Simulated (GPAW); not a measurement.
## InRh (Pm-3m): the In K absorption edge

What does one-electron theory with a core hole give for the In K edge of InRh (Pm-3m)?

Program: GPAW 26.7.0. Level of theory: X-ray absorption from dipole matrix elements to empty bands, plane-wave PAW LDA. Results are calculated unless marked as measured.

## (1) Set-up

The structure is cubic, space group Pm-3m (No. 221). The conventional cell has a = 3.196 Å, b = 3.196 Å, c = 3.196 Å, α = 90.00°, β = 90.00°, γ = 90.00°. In has 8 Rh at 2.77 Å nearest. Nearest to Rh lie 8 In at 2.77 Å. Farther neighbours are not listed.

Structure file:

```xyz
2
Lattice="3.1960 0.0000 0.0000 0.0000 3.1960 0.0000 0.0000 0.0000 3.1960" Properties=species:S:1:pos:R:3 pbc="T T T"
In    1.5980    1.5980    1.5980
Rh    0.0000    0.0000    0.0000
```

## (2) Ground state of the crystal

The ground state comes first: it tells whether the system has a gap, which decides how the excited electron is treated.

scf.py

```python
import numpy as np
from ase import Atoms
from ase.parallel import parprint, paropen
from gpaw import GPAW, PW, FermiDirac, Mixer, MixerDif, setup_paths
from gpaw.test import gen
setup_paths.insert(0, '.')
gen('In', name='nch1s', xcname='LDA', corehole=(1, 0, 0), write_xml=True)
from gpaw.mpi import world
world.barrier()

atoms = Atoms('InRh',
    cell=[[3.196, 0, 0],
     [0, 3.196, 0],
     [0, 0, 3.196]],
    scaled_positions=[[0.5, 0.5, 0.5],
     [0, 0, 0]],
    pbc=True)
atoms.calc = calc = GPAW(legacy_gpaw=True, mode=PW(430), xc='LDA', setups={0: 'nch1s'},
    kpts={'size': (8, 8, 8), 'gamma': True}, occupations=FermiDirac(0.05),
    charge=0, mixer=Mixer(0.1, 5, 50), maxiter=150,
    convergence={'density': 0.0001}, txt='scf.txt')
energy = atoms.get_potential_energy() + calc.get_reference_energy()
ef = calc.get_fermi_level()
out = dict(energy=energy, fermi=ef, forces=atoms.get_forces().tolist())
parprint(f'all-electron energy {energy:.4f} eV, Fermi level {ef:.4f} eV')
ev = np.array([[calc.get_eigenvalues(k, s) for k in range(len(calc.get_ibz_k_points()))] for s in range(calc.get_number_of_spins())])
out['homo'], out['lumo'], out['counts'] = ev[ev < ef].max(), ev[ev > ef].min(), sorted(set((ev < ef).sum((0, 2)).tolist()))
out['filled'] = (ev[:, 0] < ef).sum(1).tolist()
import json
with paropen('out.json', 'w') as f:
    json.dump(out, f)
```

The run is started by

```console
$ OMP_NUM_THREADS=1 mpirun -n 4 gpaw python scf.py
```

Numbers of over 12 decimals in the logs are rounded to 6 here.

Output:

```text
Input parameters:
  convergence: {density: 0.0001}
  kpts: {gamma: True,
         size: (8, 8, 8)}
  maxiter: 150
  mixer: {backend: pulay,
          beta: 0.1,
          method: separate,
          nmaxold: 5,
          weight: 50}
  mode: {ecut: 430.0,
         name: pw}
  occupations: {fixmagmom: False,
                name: fermi-dirac,
                width: 0.05}
  setups: {0: nch1s}

Initialize ...

[... PAW data sets ...]

Reference energy: -289843.420655  # eV

Spin-paired calculation

[... convergence settings ...]
Symmetries present (total): 48
  [... symmetry matrices ...]

512 k-points: 8 x 8 x 8 Monkhorst-Pack grid + [1/16,1/16,1/16]
35 k-points in the irreducible part of the Brillouin zone
       k-points in crystal coordinates                weights
   0:     0.00000000    0.00000000    0.00000000          1/512
   1:     0.12500000    0.00000000    0.00000000          6/512
   2:     0.12500000    0.12500000    0.00000000         12/512
   3:     0.12500000    0.12500000    0.12500000          8/512
   4:     0.25000000    0.00000000    0.00000000          6/512
   5:     0.25000000    0.12500000    0.00000000         24/512
   6:     0.25000000    0.12500000    0.12500000         24/512
   7:     0.25000000    0.25000000    0.00000000         12/512
   8:     0.25000000    0.25000000    0.12500000         24/512
   9:     0.25000000    0.25000000    0.25000000          8/512
          ...
  34:     0.50000000    0.50000000    0.50000000          1/512

Wave functions: Plane wave expansion
  Cutoff energy: 430.000 eV
  Number of coefficients (min, max): 642, 691
  Pulay-stress correction: 0.000000 eV/Ang^3 (de/decut=0.000000)
  Using FFTW library
  Wavefunction extrapolation:
    Improved wavefunction reuse through dual PAW basis

Occupation numbers: Fermi-Dirac:
  width: 0.0500  # eV

Eigensolver
   Davidson(niter=2)

Densities:
  Coarse grid: 16*16*16 grid
  Fine grid: 32*32*32 grid
  Total Charge: 0.000000

Density mixing:
  Method: separate
  Backend: pulay
  Linear mixing parameter: 0.1
  old densities: 5
  Width of damping distribution: 1.1
  Damping of long wavelength oscillations: 50

[... Hamiltonian set-up ...]
Number of atoms: 2
Number of atomic orbitals: 21
Number of bands in calculation: 21
Number of valence electrons: 28
Bands to converge: occupied

... initialized

Initializing position-dependent things.

Density initialized from atomic densities
Creating initial wave functions:
  21 bands from LCAO basis set

Positions:
   0 In     1.598000    1.598000    1.598000    ( 0.0000,  0.0000,  0.0000)
   1 Rh     0.000000    0.000000    0.000000    ( 0.0000,  0.0000,  0.0000)

Unit cell:
           periodic     x           y           z      points  spacing
  1. axis:    yes    3.196000    0.000000    0.000000    16     0.1998
  2. axis:    yes    0.000000    3.196000    0.000000    16     0.1998
  3. axis:    yes    0.000000    0.000000    3.196000    16     0.1998

  Lengths:   3.196000   3.196000   3.196000
  Angles:   90.000000  90.000000  90.000000

Effective grid spacing dv^(1/3) = 0.1998

iter:   1   -13.331977
iter:   2   -13.239064   -1.78  -1.46
iter:   3   -13.041978   -1.92  -1.51
iter:   4   -13.248420   -2.06  -1.93
iter:   5   -13.013594   -2.01  -1.71
iter:   6   -13.015186   -3.74  -2.48
iter:   7   -13.011135c  -3.71  -2.48
iter:   8   -13.008831c  -3.19  -2.66
iter:   9   -13.003834c  -4.31  -2.47
iter:  10   -13.002559c  -4.63  -2.67
iter:  11   -13.001764c  -4.29  -2.81
iter:  12   -13.001366c  -5.56  -3.31
iter:  13   -13.001198c  -5.58  -3.55
iter:  14   -13.001186c  -5.69  -3.65
iter:  15   -13.001188c  -7.26  -3.91
iter:  16   -13.001204c  -6.40  -3.89
iter:  17   -13.001177c  -6.23  -4.01c
iter:  18   -13.001186c  -6.24  -4.28c
iter:  19   -13.001178c  -6.96  -4.25c
iter:  20   -13.001176c  -7.44c -4.44c

Converged after 20 iterations.

Dipole moment: (-0.000000, 0.000000, 0.000000) |e|*Ang

Energy contributions relative to reference atoms: (reference = -289843.420655)

Kinetic:        +14.407990
Potential:      -12.981035
External:        +0.000000
XC:             -14.412865
Entropy (-ST):   -0.010850
Local:           -0.009841
SIC:             +0.000000
--------------------------
Free energy:    -13.006601
Extrapolated:   -13.001176

Showing only first 2 kpts
 Kpt  Band  Eigenvalues  Occupancy
  0    12      9.59172    2.00000
  0    13      9.59172    2.00000
  0    14     15.26234    0.00000
  0    15     15.26234    0.00000

  1    12      9.31519    2.00000
  1    13      9.57488    2.00000
  1    14     13.90091    0.00000
  1    15     15.87167    0.00000

Fermi level: 10.79510

No gap
No difference between direct/indirect transitions

Forces in eV/Ang:
  0 In   -0.00000    0.00000    0.00000
  1 Rh    0.00000    0.00000    0.00000
Scalar-relativistic atomic LDA calculation for In (Indium, Z=49)
Core hole in 1s state (1s occupation: 2.0)
750 radial gridpoints.
|------------------------------------------------|
|------------------------------------------------|
[... the atom generator's iteration count ...]

Energy contributions:
-------------------------
Kinetic:    +6115.706985
XC:          -154.227029
Potential: -11835.281838
-------------------------
Total:      -5873.801881

state      eigenvalue         ekin         rmax
-----------------------------------------------
1s^2.0 : -1017.581163  1293.631098        0.019
2s^2.0 :  -152.446255   268.061049        0.109
2p^6.0 :  -137.031768   255.000706        0.087
3s^2.0 :   -28.909165    75.654698        0.316
3p^6.0 :   -23.842856    70.276235        0.309
3d^10.0:   -15.913640    63.755979        0.258
4s^2.0 :    -4.386138    20.023956        0.769
4p^6.0 :    -2.868927    16.821852        0.815
4d^10.0:    -0.688051    10.519707        0.931
5s^2.0 :    -0.311406     2.273089        2.145
5p^1.0 :    -0.099218     1.069591        2.831
-----------------------------------------------
(units: Bohr and Hartree)

Generating PAW setup
Kinetic energy of the core from tauc = 6169.397022
Cutoffs:
rc(s)=2.240
rc(p)=2.350
rc(d)=2.170
rc(vbar)=2.230
rc(comp)=2.150
rc(nct)=2.350

Kinetic energy of the core states: 6004.894149
Charge: 0.0
Core electrons: 36.0
Valence electrons: 13.0
Pseudo-core charge: 0.566428
Shape function alpha=2.163
Pseudo-electron charge 6.831912
state    eigenvalue         norm
--------------------------------
5s(2) :    -0.311406     1.087807
*s    :     0.688594
5p(1) :    -0.099218     1.008179
*p    :     0.900782
4d(10):    -0.688051     0.308169
*d    :     0.311949
--------------------------------

Diagonalizing with gridspacing h=0.050

state   all-electron     PAW
-------------------------------
5s:      -0.311406    -0.312130
5p:      -0.099218    -0.099945
4d:      -0.688051    -0.689005
*f:                    0.063553
-------------------------------
all-electron energy -289856.4218 eV, Fermi level 10.7951 eV
```

Wall time 5.2 s (4 MPI ranks of Arm Neoverse V2, shared host); peak memory 0.16 GiB.

The mesh shows no gap, so the system is treated as a metal and the core electron is put at the Fermi level (neutral cell).

## (3) Spectrum without a core hole, In atom 1

Without a hole the spectrum is the empty density of states of the right symmetry on the absorber, weighted by matrix elements. It needs only the small cell and serves as the baseline. The data set with a hole of occupation 0 only carries the core orbital.

The absorber has 8 Rh at 2.77 Å and 6 In at 3.20 Å (cube and octahedron, as in bcc, site symmetry m-3m).

xas.py

```python
import numpy as np
from ase import Atoms
from ase.parallel import parprint, paropen
from gpaw import GPAW, PW, FermiDirac, Mixer, MixerDif, setup_paths
from gpaw.test import gen
setup_paths.insert(0, '.')
gen('In', name='nch1s', xcname='LDA', corehole=(1, 0, 0), write_xml=True)
from gpaw.mpi import world
world.barrier()

atoms = Atoms('InRh',
    cell=[[3.196, 0, 0],
     [0, 3.196, 0],
     [0, 0, 3.196]],
    scaled_positions=[[0.5, 0.5, 0.5],
     [0, 0, 0]],
    pbc=True)
atoms.calc = calc = GPAW(legacy_gpaw=True, mode=PW(430), xc='LDA', setups={0: 'nch1s'},
    kpts={'size': (11, 11, 11), 'gamma': True}, occupations=FermiDirac(0.1),
    charge=0, mixer=Mixer(0.1, 5, 50), maxiter=150,
    convergence={'density': 0.0001}, txt='scf.txt')
energy = atoms.get_potential_energy() + calc.get_reference_energy()
ef = calc.get_fermi_level()
out = dict(energy=energy, fermi=ef, forces=atoms.get_forces().tolist())
parprint(f'all-electron energy {energy:.4f} eV, Fermi level {ef:.4f} eV')
ev = np.array([[calc.get_eigenvalues(k, s) for k in range(len(calc.get_ibz_k_points()))] for s in range(calc.get_number_of_spins())])
out['homo'], out['lumo'], out['counts'] = ev[ev < ef].max(), ev[ev > ef].min(), sorted(set((ev < ef).sum((0, 2)).tolist()))
out['filled'] = (ev[:, 0] < ef).sum(1).tolist()

from ase.units import Ha
from gpaw.xas import dipole_matrix_elements
nb = int(calc.get_number_of_electrons() / 2) + 28
top = nb
nscf = calc.fixed_density(kpts={'size': (8, 8, 8), 'gamma': True},
    convergence={'eigenstates': 1.0}, txt='nscf.txt')
nscf.diagonalize_full_hamiltonian(nbands=nb)
cell = atoms.cell.array
ops = [cell.T @ U.T @ np.linalg.inv(cell.T) for U in nscf.wfs.kd.symmetry.op_scc]
E = np.arange(-25, 34, 0.1)
fwhm = np.interp(E, [4, 25], [7.91, 7.91])
Y, X, zero, highest = 0, 0, 1e9, 1e9
for spin in range(nscf.get_number_of_spins()):
    wfs = nscf.wfs
    A = dipole_matrix_elements(wfs.setups[0])
    eps = np.zeros((wfs.kd.nibzkpts, nb))
    d = np.zeros((3, A.shape[1], wfs.kd.nibzkpts, nb), complex)
    for kpt in wfs.kpt_u:
        if kpt.s == spin and 0 in kpt.P_ani:
            eps[kpt.k] = kpt.eps_n * Ha
            d[:, :, kpt.k] = (kpt.weight * wfs.nspins / 2) ** 0.5 * np.inner(A, kpt.P_ani[0])
    world.sum(eps)
    world.sum(d)
    T = np.einsum('amkn,bmkn->abkn', d, d.conj()).real
    T = sum(np.einsum('ai,ijkn,bj->abkn', R, T, R) for R in ops) / len(ops)
    empty = eps > ef
    zero, highest = min(zero, eps[empty].min()), min(highest, eps[:, top - 1].min())
    lines = [(eps, T, empty)] if spin == 0 else lines + [(eps, T, empty)]
for eps, T, empty in lines:
    f = np.einsum('aakn->akn', T).reshape(3, -1)
    x = eps.ravel() - zero
    w = np.interp(x, E, fwhm) / 2.35482
    g = np.exp(-0.5 * ((E[:, None] - x) / w) ** 2) / (w * (2 * np.pi) ** 0.5)
    Y = Y + (f * empty.ravel()) @ g.T
    X = X + (f * ~empty.ravel()) @ g.T
out.update(E=E.round(2).tolist(), xas=Y.tolist(), xes=X.tolist(), zero=zero, valid=highest - zero, nk=len(eps), nb=nb)
for i in range(0, len(E), 10):
    parprint(f'{E[i]:7.2f}', *(f'{v:10.3e}' for v in Y[:, i]))
import json
with paropen('out.json', 'w') as f:
    json.dump(out, f)
```

The run is started by

```console
$ OMP_NUM_THREADS=1 mpirun -n 4 gpaw python xas.py
```

Output:

```text
Input parameters:
  convergence: {density: 0.0001}
  kpts: {gamma: True,
         size: (11, 11, 11)}
  maxiter: 150
  mixer: {backend: pulay,
          beta: 0.1,
          method: separate,
          nmaxold: 5,
          weight: 50}
  mode: {ecut: 430.0,
         name: pw}
  occupations: {fixmagmom: False,
                name: fermi-dirac,
                width: 0.1}
  setups: {0: nch1s}

Initialize ...

[...]
*d    :     0.311949
--------------------------------

Diagonalizing with gridspacing h=0.050

state   all-electron     PAW
-------------------------------
5s:      -0.311406    -0.312130
5p:      -0.099218    -0.099945
4d:      -0.688051    -0.689005
*f:                    0.063553
-------------------------------
all-electron energy -289856.4158 eV, Fermi level 10.7591 eV
[...]
32.00  1.807e-08  1.807e-08  1.807e-08
  33.00  1.764e-08  1.764e-08  1.764e-08
[key lines of the parts left out:]
Converged after 17 iterations.
Dipole moment: (0.000000, 0.000000, -0.000000) |e|*Ang
Free energy:    -13.012683
Fermi level: 10.75911
```

The job ended after 12 s (4 MPI ranks; peak memory 0.23 GiB; 48 s of CPU time).

The In K spectrum, In atom 1, no core hole (energy from the lowest empty level; intensity scaled to a mean of 1 over the first 20 eV):

| E (eV) | intensity |
| --- | --- |
| -2.0 | 0.19 |
| -1.0 | 0.27 |
| 0.0 | 0.38 |
| 1.0 | 0.50 |
| 2.0 | 0.63 |
| 3.0 | 0.77 |
| 4.0 | 0.91 |
| 5.0 | 1.04 |
| 6.0 | 1.14 |
| 7.0 | 1.22 |
| 8.0 | 1.26 |
| 9.0 | 1.26 |
| 10.0 | 1.24 |
| 11.0 | 1.20 |
| 12.0 | 1.15 |
| 13.0 | 1.10 |
| 14.0 | 1.05 |
| 15.0 | 1.01 |
| 16.0 | 0.97 |
| 17.0 | 0.95 |
| 18.0 | 0.93 |
| 19.0 | 0.93 |
| 20.0 | 0.93 |
| 21.0 | 0.93 |
| 22.0 | 0.94 |
| 23.0 | 0.96 |
| 24.0 | 0.97 |
| 25.0 | 0.99 |
| 26.0 | 1.01 |
| 27.0 | 1.03 |
| 28.0 | 1.05 |
| 29.0 | 1.05 |
| 30.0 | 1.05 |
| 31.0 | 1.04 |
| 32.0 | 1.02 |

Main maxima below 30 eV (height): 8.8 eV (1.27) and 29.2 eV (1.05). A K edge sees empty p states on the absorber.

The same matrix elements for filled bands give the In K emission of In atom 1 (ground-state approximation; energy from the lowest empty level, largest value 1):

| E (eV) | emission |
| --- | --- |
| -24.00 | 0.00 |
| -23.25 | 0.00 |
| -22.50 | 0.00 |
| -21.75 | 0.00 |
| -21.00 | 0.00 |
| -20.25 | 0.00 |
| -19.50 | 0.00 |
| -18.75 | 0.00 |
| -18.00 | 0.00 |
| -17.25 | 0.01 |
| -16.50 | 0.01 |
| -15.75 | 0.01 |
| -15.00 | 0.02 |
| -14.25 | 0.03 |
| -13.50 | 0.04 |
| -12.75 | 0.06 |
| -12.00 | 0.09 |
| -11.25 | 0.13 |
| -10.50 | 0.19 |
| -9.75 | 0.26 |
| -9.00 | 0.35 |
| -8.25 | 0.46 |
| -7.50 | 0.58 |
| -6.75 | 0.70 |
| -6.00 | 0.81 |
| -5.25 | 0.90 |
| -4.50 | 0.97 |
| -3.75 | 1.00 |
| -3.00 | 0.99 |
| -2.25 | 0.94 |
| -1.50 | 0.85 |
| -0.75 | 0.74 |
| 0.00 | 0.62 |
| 0.75 | 0.49 |
| 1.50 | 0.38 |
| 2.25 | 0.28 |
| 3.00 | 0.20 |

Emission maxima: -3.6 eV (1.00).

## (4) Supercell without a hole, the energy reference

The photon energy needs a difference of total energies, so the cell and mesh of the coming hole run are first run without a hole.

scf.py: that of step 2 with these lines changed.

```diff
@@ -10,11 +10,27 @@
 
-atoms = Atoms('InRh',
-    cell=[[3.196, 0, 0],
-     [0, 3.196, 0],
-     [0, 0, 3.196]],
-    scaled_positions=[[0.5, 0.5, 0.5],
-     [0, 0, 0]],
+atoms = Atoms('In9Rh9',
+    cell=[[3.196, 0, 6.392],
+     [-6.392, 3.196, 0],
+     [0, -6.392, 3.196]],
+    scaled_positions=[[0.38888889, 0.94444444, 0.72222222],
+     [0.83333333, 0.16666667, 0.83333333],
+     [0.72222222, 0.61111111, 0.05555556],
+     [0.61111111, 0.05555556, 0.27777778],
+     [0.27777778, 0.38888889, 0.94444444],
+     [0.5, 0.5, 0.5],
+     [0.16666667, 0.83333333, 0.16666667],
+     [0.05555556, 0.27777778, 0.38888889],
+     [0.94444444, 0.72222222, 0.61111111],
+     [0, 0, 0],
+     [0.44444444, 0.22222222, 0.11111111],
+     [0.33333333, 0.66666667, 0.33333333],
+     [0.22222222, 0.11111111, 0.55555556],
+     [0.88888889, 0.44444444, 0.22222222],
+     [0.11111111, 0.55555556, 0.77777778],
+     [0.77777778, 0.88888889, 0.44444444],
+     [0.66666667, 0.33333333, 0.66666667],
+     [0.55555556, 0.77777778, 0.88888889]],
     pbc=True)
 atoms.calc = calc = GPAW(legacy_gpaw=True, mode=PW(430), xc='LDA', setups={0: 'nch1s'},
-    kpts={'size': (8, 8, 8), 'gamma': True}, occupations=FermiDirac(0.05),
+    kpts={'size': (4, 4, 4), 'gamma': True}, occupations=FermiDirac(0.1),
     charge=0, mixer=Mixer(0.1, 5, 50), maxiter=150,
```

The run is started by

```console
$ OMP_NUM_THREADS=1 mpirun -n 4 gpaw python scf.py
```

Output:

```text
Input parameters:
  convergence: {density: 0.0001}
  kpts: {gamma: True,
         size: (4, 4, 4)}
  maxiter: 150
  mixer: {backend: pulay,
          beta: 0.1,
          method: separate,
          nmaxold: 5,
          weight: 50}
  mode: {ecut: 430.0,
         name: pw}
  occupations: {fixmagmom: False,
                name: fermi-dirac,
                width: 0.1}
  setups: {0: nch1s}

Initialize ...

[...]
*s    :     0.688594
5p(1) :    -0.099218     1.008179
*p    :     0.900782
4d(10):    -0.688051     0.308169
*d    :     0.311949
--------------------------------

Diagonalizing with gridspacing h=0.050

state   all-electron     PAW
-------------------------------
5s:      -0.311406    -0.312130
5p:      -0.099218    -0.099945
4d:      -0.688051    -0.689005
*f:                    0.063553
-------------------------------
all-electron energy -2608707.7273 eV, Fermi level 10.7420 eV
[key lines of the parts left out:]
Converged after 17 iterations.
Dipole moment: (0.000000, -0.000000, 0.000000) |e|*Ang
Free energy:   -117.097015
Fermi level: 10.74204
```

It took 5.7 min on 4 MPI ranks; peak memory 0.56 GiB; 23 min of CPU time.

Reference energy: -2608707.727 eV with the cores included.

(Continued in part 2 of 2.)

[Banner, clock and machine lines of the logs are left out without a mark of their own.]

[Logs are printed without paths, hosts, clocks, repeated set-up lines and the standing remarks that a program may print on its own settings, such as how far it seeks lower states.]

[Hosts, paths, dates, database ids (printed as entryN), source tags and the programs' standing remarks are cut or masked in the printed files.]

[Lists of maxima count a maximum above −3 eV only where it reaches 4 % of the highest in the window and stands out from its surroundings by 2 % of it (1.5 % where it reaches 55 %); shoulders and weaker maxima are passed over, and of the rest the first, up to two pre-edge ones and the few strongest are named.]
